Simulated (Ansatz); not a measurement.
# GaN (P6_3mc): the gap up the ladder of methods, part 2 of 2

What gap does each level of theory give for GaN (P6_3mc), and in what time?

Ansatz 0.2.0; density functionals, hybrids and G0W0, plane waves, PAW. Known limits of the many-body steps: finite bands, screening cutoff and k mesh; no spin-orbit coupling in G0W0; d shells not analysed.

So far. Step 6 (HSE06 on the 6×6×4 mesh): Over mesh and listed points the gap is 3.149 eV, direct, at k = Γ. HSE06 against PBE: 3.149 − 1.891 = +1.258 eV. The runs also differ in mesh (12×12×4 and 6×6×4), so how much of this comes from the functional alone is not known. Step 7 (PBE0 on the 6×6×4 mesh): Over mesh and listed points the gap is 3.840 eV, direct, at k = Γ. PBE0 against HSE06: 3.840 − 3.149 = +0.691 eV, with the same mesh, files and cutoff, and both edges at the same k points.

The database entry behind the starting cell has ideal inner coordinates that were not refined, so it need not match the best structure at ambient conditions.

In doubt: masses and optical values from hybrid runs of this build are listed as unsure (step 10), which bears on the screening that GW takes from such a start.

## (8) DDH-PBE0 on the 6×6×4 mesh

The input asks for a share of exact exchange of one over the crystal's ε∞, which the program works out first.

This step: DFT, dielectric-dependent PBE0 (fraction 1/eps_inf of PBE), plane waves, PAW.

input.yaml reads:

```yaml
crystal:
  lattice:
    - [3.19, 0.0, 0.0]
    - [-1.595, 2.7626210381, 0.0]
    - [0.0, 0.0, 5.189]
  atoms:
    - { symbol: Ga, position: [0.6666666667, 0.3333333333, 0.0] }
    - { symbol: Ga, position: [0.3333333333, 0.6666666667, 0.5] }
    - { symbol: "N", position: [0.6666666667, 0.3333333333, 0.375] }
    - { symbol: "N", position: [0.3333333333, 0.6666666667, 0.875] }
  host: atoms
kpoints:
  mp_grid: { grid: [6, 6, 4] }
  band_path:
    path:
      - [0.0, 0.0, 0.0]
      - [0.5, 0.0, 0.0]
      - [0.33333333, 0.33333333, 0.0]
      - [0.0, 0.0, 0.5]
      - [0.5, 0.0, 0.5]
      - [0.33333333, 0.33333333, 0.5]
    npoints: 1
hamiltonian:
  xc:
    exchange: pbe
    correlation: pbe
    exx: { coeff: inverse_dielectric }
  pseudopotentials: { kind: paw, azcp: { folder: "./paw" } }
scf:
  occupations: { method: fixed }
  n_extra_bands: 5
output:
  eigenvalues: true
```

Command:

```
$ ansatz run input.yaml --threads 3 --pin off --max-ram 92160MiB --backend cuda --events-out ev --progress --plain --runs-dir out --devices 1 --max-vram 13GiB
```

Numbers of over 12 decimals in the logs are rounded to 6 here.

Log:

```text
[...]
the fraction of exact exchange is that of a crystal of Ga2N2
GPUs: using 1 of 1 available (devices: 1).
[...]
a weight of exact exchange comes from the crystal, and the text's number only plans the run
Solving k-mesh 6×6×4 for the fraction of exact exchange
[...]
Fermi energy:    8.862497 eV
[...]
--- Band table (eV; the first three rows and the last of 21) ---
  k-point 0: bands = [... 14 lower, 7.7503, 8.8032, 8.8625, 8.8625, 12.0677, 14.5658, 19.7667, 20.3282, ... 1 higher]
  k-point 1: bands = [... 14 lower, 7.9050, 7.9050, 8.6904, 8.6904, 13.2855, 14.6761, 19.3351, 20.0201, ... 1 higher]
  k-point 2: bands = [... 14 lower, 8.2893, 8.2893, 8.2893, 8.2893, 14.5386, 14.5386, 18.9434, 18.9434, ... 1 higher]
  k-point 20: bands = [... 14 lower, 4.4382, 4.4382, 7.2861, 7.2861, 16.7799, 16.7799, 17.6143, 17.6143, ... 1 higher]
[key lines of the parts left out:]
Free energy (F): -8336.608723 eV
```

It took 76 s on 1 × NVIDIA H100 80GB HBM3 (shared by 6 runs) with 3 threads of AMD EPYC 7R13 (Zen 3), shared host; peak memory 2.2 GiB; 66 s of CPU time.

Numbers from this step:

| Quantity | Value |
| --- | --- |
| gap | 3.205 eV |
| valence top at | Γ |
| conduction bottom at | Γ |
| least direct gap | 3.205 eV |
| exact-exchange fraction | 0.1712 |

Over mesh and listed points the gap is 3.205 eV, direct, at k = Γ. DDH-PBE0 against PBE0: 3.205 − 3.840 = −0.635 eV, with the same mesh, files and cutoff, and both edges at the same k points.

## (9) G0W0@PBE, 6×6×4 mesh, 293 empty bands, screening to 200 eV

G0W0 replaces the xc potential by a self-energy built once from the orbitals of the start. Levels are corrected in the window of bands that the input names, at points of the mesh.

This step: G0W0 on PBE, plane waves, PAW.

input.yaml reads:

```yaml
crystal:
  lattice:
    - [3.19, 0.0, 0.0]
    - [-1.595, 2.7626210381, 0.0]
    - [0.0, 0.0, 5.189]
  atoms:
    - { symbol: Ga, position: [0.6666666667, 0.3333333333, 0.0] }
    - { symbol: Ga, position: [0.3333333333, 0.6666666667, 0.5] }
    - { symbol: "N", position: [0.6666666667, 0.3333333333, 0.375] }
    - { symbol: "N", position: [0.3333333333, 0.6666666667, 0.875] }
kpoints:
  mp_grid: { grid: [6, 6, 4] }
hamiltonian:
  xc: pbe
  pseudopotentials: { kind: paw, azcp: { folder: "./paw" } }
scf:
  occupations: { method: fixed }
gw:
  n_empty_bands: 293
  ecut_chi: 200.0
  qp_bands: [v2, c2]
  qp_kpoints: band_edges
  screening: { model: contour_deformation }
```

Log:

```text
GPUs: using 1 of 1 available (devices: 1).
[...]
GPU FFT provider: cuFFT
GPU libraries: cuBLAS 13.8.2, cuFFT 12.4.0, cuSOLVER 12.3.4
Crystal: 4 atoms, lattice volume = 45.729 Å³
Basis set: ecut = 420 eV, 917 PW (Γ)
Bands: 22, of which v1, the nominal top of the filled ones, is band 18 counted from 1 (17 counted from 0)
Symmetry: 12 space group operations
[...]
k-points: 21 of 144 (time reversal used)
[...]
1    20     14.0264   -10.1639    -4.6092   -15.3102  0.8063    14.5670    14.5634  root
[...]
20    17      8.1880   -22.2764     3.1586   -18.2403  0.7629     7.2970     7.3105  root
    20    18      8.1880   -22.2764     3.1586   -18.2403  0.7629     7.2970     7.3105  root
    20    19     16.0948    -9.5392    -4.9027   -14.9797  0.8043    16.6370    16.6327  root
    20    20     16.0948    -9.5392    -4.9027   -14.9797  0.8043    16.6370    16.6327  root
[key lines of the parts left out:]
SCF converged after 9 iterations
Free energy (F): -8335.821065 eV
Fermi energy:    9.680356 eV
```

Wall time 37 s (1 × NVIDIA H100 80GB HBM3 (shared by 6 runs) with 3 threads); peak memory 1.5 GiB.

This step gave:

- bands summed: 311
- RPA ε∞ on this mesh (eigenvalues): 5.962, 5.997, 5.997
- plane waves in the screening matrix: 311
- G0W0 gap over the corrected points: 3.048 eV
- k of the valence top: 0, 0, 0
- k of the conduction bottom: 0, 0, 0
- starting gap on the mesh: 1.890 eV
- Z at the valence top: 0.7678
- Z at the conduction bottom: 0.8030
- least direct G0W0 gap over the corrected points: 3.048 eV

Over 15 of 21 irreducible mesh points the G0W0 gap is 3.048 eV, direct, at k = Γ. The PBE gap of this run on the mesh is 1.890 eV. The two states that bound the G0W0 gap lie that far apart at the start, so the correction of the gap is 3.048 − 1.890 = +1.158 eV.

## (10) G0W0@HSE06, 6×6×4 mesh, 136 empty bands, screening to 120 eV

This step: G0W0 on HSE06, plane waves, PAW.

Edit input.yaml of step 9 so:

```diff
@@ -13,3 +13,3 @@
 hamiltonian:
-  xc: pbe
+  xc: hse06
   pseudopotentials: { kind: paw, azcp: { folder: "./paw" } }
@@ -18,4 +18,4 @@
 gw:
-  n_empty_bands: 293
-  ecut_chi: 200.0
+  n_empty_bands: 136
+  ecut_chi: 120
   qp_bands: [v2, c2]
```

Log:

```text
GPUs: using 1 of 1 available (devices: 1).
[...]
GPU FFT provider: cuFFT
GPU libraries: cuBLAS 13.8.2, cuFFT 12.4.0, cuSOLVER 12.3.4
Crystal: 4 atoms, lattice volume = 45.729 Å³
Basis set: ecut = 420 eV, 917 PW (Γ)
Bands: 22, of which v1, the nominal top of the filled ones, is band 18 counted from 1 (17 counted from 0)
Symmetry: 12 space group operations
[...]
k-points: 21 of 144 (time reversal used)
[...]
1    19     13.1982   -11.3797    -3.6287   -15.5108  0.8265    13.7022    13.7006  root
     1    20     14.6270    -9.6798    -4.2136   -14.3555  0.8357    15.0906    15.0891  root
[...]
20    17      7.2509   -22.1520     3.0696   -18.9992  0.7976     7.1677     7.1678  root
    20    18      7.2509   -22.1520     3.0696   -18.9992  0.7976     7.1677     7.1678  root
    20    19     16.7269    -8.9567    -4.4516   -13.8117  0.8349    17.1316    17.1303  root
    20    20     16.7269    -8.9567    -4.4516   -13.8117  0.8349    17.1316    17.1303  root
[key lines of the parts left out:]
Free energy (F): -8336.815766 eV
Fermi energy:    8.847837 eV
```

It took 45 s on 1 × NVIDIA H100 80GB HBM3 (shared by 6 runs) with 3 threads; peak memory 1.6 GiB.

This step gave:

```
bands summed                                    : 154
RPA ε∞ on this mesh (eigenvalues)               : 4.545, 4.545, 4.562
plane waves in the screening matrix             : 135
G0W0 gap over the corrected points              : 3.607 eV
k of the valence top                            : 0, 0, 0
k of the conduction bottom                      : 0, 0, 0
starting gap on the mesh                        : 3.149 eV
Z at the valence top                            : 0.8024
Z at the conduction bottom                      : 0.8336
least direct G0W0 gap over the corrected points : 3.607 eV
```

Over 15 of 21 irreducible mesh points the G0W0 gap is 3.607 eV, direct, at k = Γ. The HSE06 gap of this run on the mesh is 3.149 eV. The two states that bound the G0W0 gap lie that far apart at the start, so the correction of the gap is 3.607 − 3.149 = +0.458 eV. G0W0@HSE06 against G0W0@PBE with 154 bands (a further run, in the table below): 3.607 − 3.012 = +0.595 eV, with the same mesh, files and cutoffs, and both edges at the same k points.

## (11) G0W0@LDA, 6×6×4 mesh, 136 empty bands, screening to 120 eV

This step: G0W0 on LDA, plane waves, PAW.

Edit input.yaml of step 10 so:

```diff
@@ -13,3 +13,3 @@
 hamiltonian:
-  xc: hse06
+  xc: lda
   pseudopotentials: { kind: paw, azcp: { folder: "./paw" } }
```

Log:

```text
[...]
GPUs: using 1 of 1 available (devices: 1).
[...]
GPU FFT provider: cuFFT
GPU libraries: cuBLAS 13.8.2, cuFFT 12.4.0, cuSOLVER 12.3.4
Crystal: 4 atoms, lattice volume = 45.729 Å³
Basis set: ecut = 420 eV, 917 PW (Γ)
Bands: 22, of which v1, the nominal top of the filled ones, is band 18 counted from 1 (17 counted from 0)
Symmetry: 12 space group operations
[...]
1    20     13.5583   -10.2770    -4.5013   -15.8015  0.8065    14.5973    14.5816  root
[...]
20    17      7.7989   -22.2212     3.3088   -18.4614  0.7647     7.3449     7.3479  root
    20    18      7.7989   -22.2212     3.3088   -18.4614  0.7647     7.3449     7.3479  root
    20    19     15.6069    -9.6621    -4.8392   -15.5265  0.8042    16.6505    16.6322  root
    20    20     15.6069    -9.6621    -4.8392   -15.5265  0.8042    16.6505    16.6322  root
[key lines of the parts left out:]
SCF converged after 9 iterations
Free energy (F): -8164.160836 eV
Fermi energy:    9.310067 eV
```

Elapsed: 26 s, on 1 × NVIDIA H100 80GB HBM3 (shared by 6 runs) with 3 threads; peak memory 1.2 GiB; 21 s of CPU time.

Numbers from this step:

| Item | Value |
| --- | --- |
| bands summed | 154 |
| RPA ε∞ on this mesh (eigenvalues) | 6.068, 6.137, 6.137 |
| plane waves in the screening matrix | 135 |
| G0W0 gap over the corrected points | 3.053 eV |
| k of the valence top | 0, 0, 0 |
| k of the conduction bottom | 0, 0, 0 |
| starting gap on the mesh | 1.899 eV |
| Z at the valence top | 0.7698 |
| Z at the conduction bottom | 0.8033 |
| least direct G0W0 gap over the corrected points | 3.053 eV |

Over 15 of 21 irreducible mesh points the G0W0 gap is 3.053 eV, direct, at k = Γ. The LDA gap of this run on the mesh is 1.899 eV. The two states that bound the G0W0 gap lie that far apart at the start, so the correction of the gap is 3.053 − 1.899 = +1.154 eV. G0W0@LDA against G0W0@HSE06 with 154 bands: 3.053 − 3.607 = −0.554 eV, with the same mesh, files and cutoffs, and both edges at the same k points. The program's warnings for this run: pseudo functional mismatch.

## (12) The ladder

Each gap is the least one over the points named; times are wall times on shared hosts, not benchmarks. A G0W0 time includes the run's own self-consistent start. Runs with listed points see these and the mesh alone, so an edge that moves elsewhere is missed. Rows marked * are further runs, not shown as steps, whose inputs differ from the G0W0 step on the same start in the columns given; solver thresholds can differ too.

| level | mesh | files, cutoff | bands summed, screening | points | gap (eV) | valence top | conduction bottom | least direct gap (eV) | time |
| --- | --- | --- | --- | --- | --- | --- | --- | --- | --- |
| LDA | 12×12×4 | soft_1 PAW, 420 eV | - | mesh and listed points | 1.901 | Γ | Γ | 1.901 | 17 s |
| PBE | 12×12×4 | soft_1 PAW, 420 eV | - | mesh and path | 1.891 | Γ | Γ | 1.891 | 19 s |
| PBE+SOC | 12×12×4 | soft_1 PAW, 420 eV | - | mesh and listed points | 1.888 | Γ | Γ | 1.888 | 15 s |
| r2SCAN | 12×12×4 | soft_1 PAW, 500 eV | - | mesh and listed points | 2.306 | Γ | Γ | 2.306 | 15 s |
| HSE06 | 6×6×4 | soft_1 PAW, 420 eV | - | mesh and listed points | 3.149 | Γ | Γ | 3.149 | 35 s |
| PBE0 | 6×6×4 | soft_1 PAW, 420 eV | - | mesh and listed points | 3.840 | Γ | Γ | 3.840 | 26 s |
| DDH-PBE0 | 6×6×4 | soft_1 PAW, 420 eV | - | mesh and listed points | 3.205 | Γ | Γ | 3.205 | 76 s |
| G0W0@PBE* | 6×6×4 | soft_1 PAW, 420 eV | 66, 60 eV | 15 of 21 irreducible mesh points | 2.866 | Γ | Γ | 2.866 | 16 s |
| G0W0@PBE* | 6×6×4 | soft_1 PAW, 420 eV | 154, 120 eV | 15 of 21 irreducible mesh points | 3.012 | Γ | Γ | 3.012 | 19 s |
| G0W0@PBE | 6×6×4 | soft_1 PAW, 420 eV | 311, 200 eV | 15 of 21 irreducible mesh points | 3.048 | Γ | Γ | 3.048 | 37 s |
| G0W0@PBE* | 6×6×2 | soft_1 PAW, 420 eV | 154, 120 eV | 11 of 14 irreducible mesh points | 2.976 | Γ | Γ | 2.976 | 17 s |
| G0W0@HSE06 | 6×6×4 | soft_1 PAW, 420 eV | 154, 120 eV | 15 of 21 irreducible mesh points | 3.607 | Γ | Γ | 3.607 | 45 s |
| G0W0@LDA | 6×6×4 | soft_1 PAW, 420 eV | 154, 120 eV | 15 of 21 irreducible mesh points | 3.053 | Γ | Γ | 3.053 | 26 s |

## (13) Results

```yaml
lda_over_mesh_and_listed_points: 1.901 eV
pbe_over_mesh_and_path: 1.891 eV
pbe_soc_over_mesh_and_listed_points: 1.888 eV
r2scan_over_mesh_and_listed_points: 2.306 eV
hse06_over_mesh_and_listed_points: 3.149 eV
pbe0_over_mesh_and_listed_points: 3.840 eV
ddh_pbe0_over_mesh_and_listed_points: 3.205 eV
g0w0_pbe_311_bands_6x6x4_over_15_of_21_irreducible_mesh_points: 3.048 eV
g0w0_hse06_over_15_of_21_irreducible_mesh_points: 3.607 eV
g0w0_lda_over_15_of_21_irreducible_mesh_points: 3.053 eV
known_limits: finite bands, screening cutoff and k mesh; no spin-orbit coupling in G0W0; d shells not analysed
```

In words: The rows run from 1.888 eV (PBE+SOC) to 3.840 eV (PBE0). They differ in mesh, plane-wave cutoff, bands and screening cutoff of G0W0 and the points over which the gap was sought as well as in level, so only pairs that share these are like for like. PBE against LDA: 1.891 − 1.901 = −0.010 eV, with the same mesh, files and cutoff, and both edges at the same k points. PBE+SOC against PBE: 1.888 − 1.891 = −0.003 eV, with the same mesh, set of files (read in its fully relativistic form for the spin-orbit run) and cutoff, and both edges at the same k points. The spin-orbit run sees mesh and listed points alone, so its gap is an upper bound: the coupling can move an edge off these points, the more so as this crystal has no centre of inversion, and the change over the zone, its sign included where it is small, is not known. PBE0 against HSE06: 3.840 − 3.149 = +0.691 eV, with the same mesh, files and cutoff, and both edges at the same k points. DDH-PBE0 against PBE0: 3.205 − 3.840 = −0.635 eV, with the same mesh, files and cutoff, and both edges at the same k points. G0W0@HSE06 against G0W0@PBE with 154 bands: 3.607 − 3.012 = +0.595 eV, with the same mesh, files and cutoffs, and both edges at the same k points. G0W0@LDA against G0W0@HSE06 with 154 bands: 3.053 − 3.607 = −0.554 eV, with the same mesh, files and cutoffs, and both edges at the same k points. The dielectric-dependent hybrid took 0.171 of exact exchange, against 0.25 in PBE0. G0W0@PBE (311 bands, 6×6×4) moves the gap of its own start on the mesh by 3.048 − 1.890 = +1.158 eV, between the same two levels. Both edges that PBE shows over mesh and path lie at k points where levels were corrected. Levels at other points were not corrected, so a lower G0W0 gap elsewhere in the zone is not ruled out. G0W0@HSE06 moves the gap of its own start on the mesh by 3.607 − 3.149 = +0.458 eV, between the same two levels. Both edges that HSE06 shows over mesh and listed points lie at k points where levels were corrected. Levels at other points were not corrected, so a lower G0W0 gap elsewhere in the zone is not ruled out. G0W0@LDA moves the gap of its own start on the mesh by 3.053 − 1.899 = +1.154 eV, between the same two levels. Both edges that LDA shows over mesh and listed points lie at k points where levels were corrected. Levels at other points were not corrected, so a lower G0W0 gap elsewhere in the zone is not ruled out. What spin-orbit coupling does to the G0W0 levels was not computed, so no sum with the G0W0 gap is formed. For G0W0@PBE: from 66 bands and 60 eV to 311 bands and 200 eV the gap moves by 3.048 − 2.866 = +0.182 eV (rung by rung 2.866, 3.012, 3.048 eV); bands and screening cutoff rise together, so their parts are not told apart. A line in one over the bands through the two highest rungs gives 3.048 + (3.048 − 3.012) × 154 / (311 − 154) = 3.083 eV, and through the pair below 3.012 + (3.012 − 2.866) × 66 / (154 − 66) = 3.122 eV. The two differ by 0.039 eV, not under the 0.030 eV asked, so the law does not hold well over these rungs and the limit is not known. The other G0W0 rows are shown at one basis each (154 bands), so their distance from the limit is not known here. With the 6×6×2 mesh in place of the 6×6×4 mesh and all else as in the G0W0@PBE row with 154 bands, the gap differs by 2.976 − 3.012 = −0.036 eV, and that of the start by 1.891 − 1.890 = +0.001 eV. For G0W0@LDA: the program's warnings for this run: pseudo functional mismatch. The G0W0 runs are scalar-relativistic. One-shot GW is known to converge slowly in bands for compounds with shallow d shells. The cell holds Ga; the filling of the d shell and its place against the gap were not analysed here. G0W0@PBE runs of this series with other atomic data on the same mesh, not shown as steps, give 3.018 eV (hard PAW, 1020 eV, 162 bands, screening to 120 eV; the table's row with the same empty bands and screening cutoff has 3.012 eV); where bands and cutoffs differ too, the part of the files is not isolated.

[Paths, hosts, dates, memory and timing lines, banners, echoed tables and standing remarks are left out of the program output.]

[Logs are printed without paths, hosts, clocks, repeated set-up lines and the standing remarks that a program may print on its own settings, such as how far it seeks lower states.]

[Runs of the session that timed out or met a known fault of the program may be left out.]

[Cells called generated may have been cut or substituted from an entry of the Crystallography Open Database or the Materials Project.]

[Hosts, paths, dates, database ids (printed as entryN), source tags and the programs' standing remarks are cut or masked in the printed files.]

[Where an RPA ε∞ is given, it is that of the G0W0 mesh and is not shown converged in it. Names of k-points follow the symmetry that the program found, which can be lower than the space group named. Band edges on a path are those of the sampled points; other points can move an edge, and change direct to indirect where valleys lie close.]

[Hybrid gaps are those of their k-mesh and are not shown converged in it.]
